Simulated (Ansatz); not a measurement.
# Lattice dynamics of ScCu (Pm-3m)

The cell of ScCu (Pm-3m) is at rest. What are its phonons? After the zone centre comes a 4×4×4 q mesh on a 16×16×16 k mesh.

Method: DFT PBEsol, scalar-relativistic, plane waves, PAW; PAW set soft_1, in Ansatz 0.2.0.

## 1. Set-up

It takes space group Pm-3m (No. 221, cubic). The conventional cell has a = 3.209 Å, b = 3.209 Å, c = 3.209 Å, α = 90.00°, β = 90.00°, γ = 90.00°. Sc has 8 Cu at 2.78 Å nearest. Nearest to Cu lie 8 Sc at 2.78 Å. Farther neighbours are not listed.

As a file:

```cif
data_structure
_symmetry_space_group_name_H-M 'Pm-3m'
_symmetry_Int_Tables_number 221
_cell_length_a 3.2091
_cell_length_b 3.2091
_cell_length_c 3.2091
_cell_angle_alpha 90.000
_cell_angle_beta 90.000
_cell_angle_gamma 90.000
_cell_volume 33.05
loop_
_atom_site_label
_atom_site_type_symbol
_atom_site_symmetry_multiplicity
_atom_site_Wyckoff_symbol
_atom_site_fract_x
_atom_site_fract_y
_atom_site_fract_z
_atom_site_occupancy
Sc1 Sc 1 b 0.50000 0.50000 0.50000 1
Cu1 Cu 1 a 0.00000 0.00000 0.00000 1
```

## 2. Modes at Γ

The cell comes from relaxations at this level that are not shown. The zone centre comes first: it holds the modes that light can see, as far as symmetry allows. No field response is asked, since the mesh shows no gap.

input.yaml

```yaml
crystal:
  lattice:
    - [3.2090828088, 0.0, 0.0]
    - [0.0, 3.2090828088, 0.0]
    - [0.0, 0.0, 3.2090828088]
  atoms:
    - { symbol: Sc, position: [0.5, 0.5, 0.5] }
    - { symbol: Cu, position: [0.0, 0.0, 0.0] }
kpoints:
  mp_grid: { grid: [16, 16, 16] }
hamiltonian:
  xc: pbesol
  pseudopotentials: { kind: paw, azcp: { folder: soft_1 }, xc_functional: pbe }
scf:
  occupations: { method: methfessel_paxton, width: 0.2 }
output:
  eigenvalues: true
phonons:
  method: dfpt
```

The run is started by

```console
> ansatz run input.yaml --threads 4 --pin off --max-ram 10240MiB --backend cpu --events-out ev --progress --plain --runs-dir out
```

Numbers of over 12 decimals in the logs are rounded to 6 here.

Output:

```text
Engine: ansatz 0.2.0, aarch64-unknown-linux-gnu
Pseudopotentials: kind: paw
Pseudopotential: Sc, paw, valence charge 11, recommended cutoff 420 eV (normal), soft_1/Sc.paw.azcp
Pseudopotential: Cu, paw, valence charge 19, recommended cutoff 420 eV (normal), soft_1/Cu.paw.azcp
Functional definition: PBEsol
  exchange = pbesol_x
  correlation = pbesol_c
Crystal: 2 atoms, lattice volume = 33.048 Å³
Basis set: ecut = 420 eV, 619 PW (Γ), exchange–correlation on 48×48×48 points (8 copies of the dense FFT grid, shifted against one another)
Bands: 19, of which v1, the nominal top of the filled ones, is band 15 counted from 1 (14 counted from 0)
Symmetry: 48 space group operations
k-points: 405 of 4096 (irreducible under 8 space group operations, time reversal used)
Non-local potential: Sc, projectors of the file, l = 0: 3, l = 1: 2, l = 2: 3, l = 3: 1
Non-local potential: Cu, projectors of the file, l = 0: 3, l = 1: 2, l = 2: 3, l = 3: 1
PAW form: soft (Blöchl's): semilocal exchange-correlation on the pseudo side does not see the compensation charge
PAW frozen core: Sc, regenerated for the run's functional, and the local potential with it (the file was generated under x = pbe(κ = 0.804, μ = 0.219515), c = pbe(β = 0.066725))
PAW frozen core: Cu, regenerated for the run's functional, and the local potential with it (the file was generated under x = pbe(κ = 0.804, μ = 0.219515), c = pbe(β = 0.066725))
PAW one-centre angular grid: Sc, 590 points (default); XC on 64 Gauss nodes
PAW one-centre angular grid: Cu, 590 points (default); XC on 64 Gauss nodes
Initial density: superposition of atomic densities (chi_scale 0.1, normalization cell, long waves kept (reshape's long-wave potential 0.00 eV rms))
Initial wavefunctions: pseudopotential atomic-orbital guess
Functional: x = pbesol(κ = 0.804, μ = 0.123457), c = pbesol(β = 0.046)
SCF iter   1: F=—  HF=-8710.504558 eV  |F-HF|=—  |Δ(HF+E_count)|=         —  Δρ=9.66e-1  dr2=2.61e2  ethr=3.10e-3  ⟨swp⟩=4.5  Hψ=59973  notcnv=0
automatic band count: the SCF goes on with 23 bands, as 19 were too few: they end inside the smearing window of the response
preconditioner: auto → none  [metal: Δε(μ)=0.007 eV  Ē_g=6.234 eV  σ=0.200 eV  W_gap=0.03  n_scr=6 (ndim 8)  ℏωp=24.2 eV  f_vac=0.000  D(μ)=7.77/eV (n_scr^D=170)  sad-step TF]
SCF iter   2: F=—  HF=-8704.230089 eV  |F-HF|=—  |Δ(HF+E_count)|=    6.27e0  S|Δr|=    0.00e0  Δρ=5.11e-1  dr2=7.62e1  ethr=3.10e-3  ⟨swp⟩=2.2  Hψ=20977  notcnv=0  defer=446
SCF iter   3: F=—  HF=-8701.594138 eV  |F-HF|=—  |Δ(HF+E_count)|=    2.64e0  S|Δr|=    0.00e0  Δρ=1.89e-1  dr2=1.14e1  ethr=3.10e-3  ⟨swp⟩=2.0  Hψ=16178  notcnv=0  defer=512
SCF iter   4: F=—  HF=-8701.009369 eV  |F-HF|=—  |Δ(HF+E_count)|=   5.85e-1  S|Δr|=    0.00e0  Δρ=1.00e-1  dr2=3.03e0  ethr=3.10e-3  ⟨swp⟩=2.0  Hψ=14675  notcnv=0  defer=604
SCF iter   5: F=—  HF=-8700.775005 eV  |F-HF|=—  |Δ(HF+E_count)|=   2.34e-1  S|Δr|=    0.00e0  Δρ=4.38e-2  dr2=6.31e-1  ethr=3.10e-3  ⟨swp⟩=1.9  Hψ=11029  notcnv=0  defer=650
SCF iter   6: F=—  HF=-8700.719567 eV  |F-HF|=—  |Δ(HF+E_count)|=   5.54e-2  S|Δr|=    0.00e0  Δρ=2.59e-2  dr2=2.03e-1  ethr=2.10e-3  ⟨swp⟩=1.1  Hψ=12175  notcnv=0  defer=646
SCF iter   7: F=—  HF=-8700.699151 eV  |F-HF|=—  |Δ(HF+E_count)|=   2.04e-2  S|Δr|=    0.00e0  Δρ=1.18e-2  dr2=4.58e-2  ethr=6.77e-4  ⟨swp⟩=1.0  Hψ=8626  notcnv=0  defer=649
SCF iter   8: F=—  HF=-8700.692661 eV  |F-HF|=—  |Δ(HF+E_count)|=   6.49e-3  S|Δr|=    0.00e0  Δρ=1.16e-3  dr2=3.96e-4  ethr=1.53e-4  ⟨swp⟩=1.2  Hψ=9107  notcnv=0  defer=649
SCF iter   9: F=—  HF=-8700.692632 eV  |F-HF|=—  |Δ(HF+E_count)|=   2.81e-5  S|Δr|=    0.00e0  Δρ=4.53e-4  dr2=5.93e-5  ethr=1.32e-6  ⟨swp⟩=1.3  Hψ=11961  notcnv=0  defer=714
SCF iter  10: F=—  HF=-8700.692627 eV  |F-HF|=—  |Δ(HF+E_count)|=   5.29e-6  S|Δr|=    0.00e0  Δρ=1.20e-5  dr2=2.56e-8  ethr=1.98e-7  ⟨swp⟩=1.7  Hψ=9847  notcnv=0  defer=714
SCF iter  11: F=—  HF=-8700.692624 eV  |F-HF|=—  |Δ(HF+E_count)|=   3.16e-6  S|Δr|=    0.00e0  Δρ=4.11e-6  dr2=4.24e-9  ethr=8.54e-11  ⟨swp⟩=2.2  Hψ=12628  notcnv=0  defer=714
SCF iter  12: F=—  HF=-8700.692624 eV  |F-HF|=—  |Δ(HF+E_count)|=  7.46e-11  S|Δr|=    0.00e0  Δρ=9.04e-7  dr2=1.21e-10  ethr=1.41e-11  ⟨swp⟩=2.1  Hψ=10298  notcnv=0  defer=714
SCF iter  13: F=—  HF=-8700.692624 eV  |F-HF|=—  |Δ(HF+E_count)|=  4.18e-11  S|Δr|=    0.00e0  Δρ=2.86e-7  dr2=1.32e-11  ethr=1.00e-12  ⟨swp⟩=9.0  Hψ=39476  notcnv=0
SCF iter  14: F=-8700.692624 eV  HF=-8700.692624 eV  |F-HF|=1.82e-12  |Δ(HF+E_count)|=  3.64e-12  S|Δr|=    0.00e0  Δρ=2.80e-8  dr2=1.19e-13  ethr=1.00e-12  ⟨swp⟩=4.0  Hψ=26108  notcnv=0
SCF 1 converged in 14 iterations: F = -8700.692624 eV  dr2 = 1.19e-13
  greatest PAW one-centre occupation: 1.000 electrons in one spin orbital (limit 2), on the Cu atom at site 1 (counted from 0), in its partial waves of l = 0
DFPT response loops at Γ: preconditioner auto → Kerker (q_TF=auto, 2.685 Å⁻¹) (partly filled bands, converged f_vac=0.000); β = 1.00, the filter's whole step (`scf.mixing.beta` (0.50) is not read by the response loops under this deck's `scf.mixing.preconditioner`; to damp them name `kerker` or `kerker_dos`, under which they read `scf.mixing.beta`, and type it under 1.00, their step now; both keys bind the ground state too); Broyden in place of MSR1
SCF converged after 14 iterations
Stability not checked: this state was not tested for a lower state beside it, because cold or Methfessel-Paxton smearing, or corrected tetrahedra, fill the levels in a way that the test cannot read (fill_not_monotonic; see scf.lower_state_search)
Free energy (F): -8700.692624 eV
Harris-Foulkes:  -8700.692624 eV  (|F-HF|=1.82e-12)
Internal energy: -8700.695569 eV  (E = F + TS)
E sigma→0 (E₀):  -8700.693360 eV
Entropy (-TS):   0.002945 eV (1.472 meV/atom)
Fermi energy:    12.912419 eV
--- Per-component energies (eV) ---
  E_band       = -569.777028
  E_kinetic    = 471.019154
  E_local      = -6001.669797  (includes V_loc(G=0)·N_el)
  E_nonlocal   = 1031.040355
  E_hartree    = 2517.587908
  E_xc         = -154.376996
  E_vxc        = -194.899905  (∫ρ·V_xc dr)
  E_paw        = -2744.300354  (= ΣΔE_a)
  E_vpaw       = -910.443598  (= ΣTr[D̂ρ^β])
  E_aug_tail   = 0.000960  (compensation charges beyond the density's cutoff)
  E_ewald      = -3820.332027
  E_core_change = 0.335228  (= ΣΔE_core)
  E_smearing   = 0.002945  (= −TS)
  E_closure    = 0.000000  (closes the sum)
  Σ components = -8700.692624   (vs F -8700.692624, Δ=0.00e0)
--- Band table (eV; the first three rows and the last of 405) ---
  k-point 0: bands = [... 11 lower, 9.8670, 9.8670, 9.8670, 13.4689, 13.4689, 16.2702, 16.2702, 16.2702, ... 4 higher]
  k-point 1: bands = [... 11 lower, 9.8624, 9.8624, 9.8711, 13.4602, 13.4674, 16.1483, 16.1483, 16.2664, ... 4 higher]
  k-point 2: bands = [... 11 lower, 9.8492, 9.8492, 9.8825, 13.4346, 13.4420, 15.8466, 15.8466, 16.2554, ... 4 higher]
  k-point 404: bands = [... 11 lower, 10.2454, 10.2454, 11.3671, 11.3671, 11.3671, 16.1727, 17.0366, 17.0366, ... 4 higher]
--- Phonons (Γ-DFPT): 2 representative perturbations + reference, on 405 of 4096 k-points (Σ response iterations 7) ---
  k mesh reduced under 8 symmetry operations, with k and −k counted as one. Each operation leaves every solved perturbation unchanged. A smaller set is not used because it would not reduce the number of displacements times k-points to solve
  ASR residual: 3.877e-5 → 0.000e0 eV/Å²; symmetrization residual: 8.635e-6 eV/Å²
  ASR residual per site (eV/Å²): 3.88e-5 2.95e-5
  Γ frequencies (cm⁻¹): 0.00 0.00 0.00 193.85 193.85 193.85
  non-analytic LO–TO correction: not included (Born effective charges unavailable; polar crystals: no LO–TO splitting at Γ)
```

The job ended after 27 s (4 threads of Arm Neoverse V1, shared host; peak memory 1.1 GiB; 100 s of CPU time).

Numbers from this step:

- volume per atom: 16.52 Å³
- gap on the k-mesh: 0 eV
- sum-rule residual before enforcement: 3.88e-5 eV/Å²
- point group: m-3m
- highest optical mode at the zone centre (no LO-TO term): 193.8 cm⁻¹
- lowest optical zone-centre mode: 193.8 cm⁻¹

Patterns of degenerate modes are one choice out of their space. Modes at Γ, with each element's share of the kinetic energy:

```
mode  frequency (cm⁻¹)  symmetry  Sc %  Cu %
   1               0.0  acoustic    41    59
   2               0.0  acoustic    41    59
   3               0.0  acoustic    41    59
   4             193.8       T1u    59    41
   5             193.8       T1u    59    41
   6             193.8       T1u    59    41
```

Displacements in mode 5 (193.8 cm⁻¹), the largest set to 1:
```
Sc1  0.00  0.18  1.00
Cu2  0.00 -0.13 -0.71
```

Before it was imposed, the acoustic sum rule was missed by 3.9e-5 eV/Å². Small misses are needed for a sound result but don't prove that mesh and cutoff are converged. The lowest optical mode is real, 194 cm⁻¹.

(Part 1 of 3 ends here.)

[Logs are printed without paths, hosts, clocks, repeated set-up lines and the standing remarks that a program may print on its own settings, such as how far it seeks lower states.]

[Hosts, paths, dates, database ids (printed as entryN), source tags and the programs' standing remarks are cut or masked in the printed files.]
